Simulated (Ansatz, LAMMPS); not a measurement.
# Settings and their price: amorphous Ge (61 atoms)

Density of this cell: 5.32 g/cm³. The cell holds 61 atoms: 61 Ge. Its edges and angles: a = 11.144 Å, b = 11.144 Å, c = 11.144 Å, α = 90.0°, β = 90.0°, γ = 90.0°. 61 atoms (61 Ge) placed at random at 5.32 g/cm³, melted at 3500 K for 10 ps at fixed volume with the Tersoff potential (Tersoff, Phys. Rev. B 39, 5566 (1989)). Quenched from 3500 K to 300 K at 3 K/ps and fixed volume, annealed at 1000 K for 20 ps, held 5 ps, then minimised at fixed cell.

Geometry: as built.

Reference run: Kohn-Sham DFT, PBE, PAW (set soft_2), plane waves (Ansatz 0.2.0), cutoff 420 eV, Γ point, fermi-dirac smearing of 0.025 eV.

```
r.m.s. force component                           : 0.2677 eV/Å
pressure                                         : 3.681 GPa
spacing of highest filled and lowest empty level : 0.0907 eV
SCF cycles                                       : 9
time                                             : 15 s on 8 threads of Arm Neoverse V2, shared host
```

**Question.** The same geometry is run again with each of these changes. How far do the results move, and how long does each run take?
- support functions low
- support functions medium
- support functions medium, radius 4.09 Å
- support functions medium, radius 4.39 Å
- support functions medium, radius 4.64 Å

Differences are against the plane-wave reference (Kohn-Sham DFT, PBE, PAW (set soft_2), plane waves), whose r.m.s. force component is 0.268 eV/Å. Energies are set beside the reference only for runs with its functional, potentials and electron count. Times are for 8 threads of Arm Neoverse V2, shared host. The reference's time includes the DOS, the stress and grids, which some other runs skip.

| run | Δ force, r.m.s. (meV/Å) | share of r.m.s. force (%) | Δ energy (meV/atom) | cycles | time | host memory (GiB) |
| --- | --- | --- | --- | --- | --- | --- |
| reference | - | - | - | 9 | 15 s | 2.1 |
| support functions low | 0.143 | 0.0536 | -1.35 | 11 | 56 s | 3.4 |
| support functions medium | 0.114 | 0.0425 | -1.35 | 12 | 60 s | 3.5 |
| support functions medium, radius 4.09 Å | 0.18 | 0.0674 | -1.34 | 12 | 54 s | 3.3 |
| support functions medium, radius 4.39 Å | 0.082 | 0.0306 | -1.35 | 12 | 69 s | 3.7 |
| support functions medium, radius 4.64 Å | 0.066 | 0.0247 | -1.35 | 16 | 1.7 min | 4.1 |

Among numerical settings the force difference runs from 0.066 meV/Å (support functions medium, radius 4.64 Å) to 0.18 meV/Å (support functions medium, radius 4.09 Å). At 61 atoms the fastest of the runs at a preset level, support functions low, takes roughly 3.7 times the time of plane waves (whose run also made extra analyses), in 11 SCF cycles against 9. Differences between support functions and plane waves include what basis error the plane-wave run still has. As the radius goes from 4.09 to 4.64 Å, the force difference goes from 0.18 to 0.066 meV/Å, and the time from 54 s to 1.7 min. 

[Long decimals in the printed logs are rounded to 6 places.]

[Logs are printed without paths, hosts, clocks, repeated set-up lines and the standing remarks that a program may print on its own settings, such as how far it seeks lower states.]

[Hosts, paths, dates, database ids (printed as entryN), source tags and the programs' standing remarks are cut or masked in the printed files.]
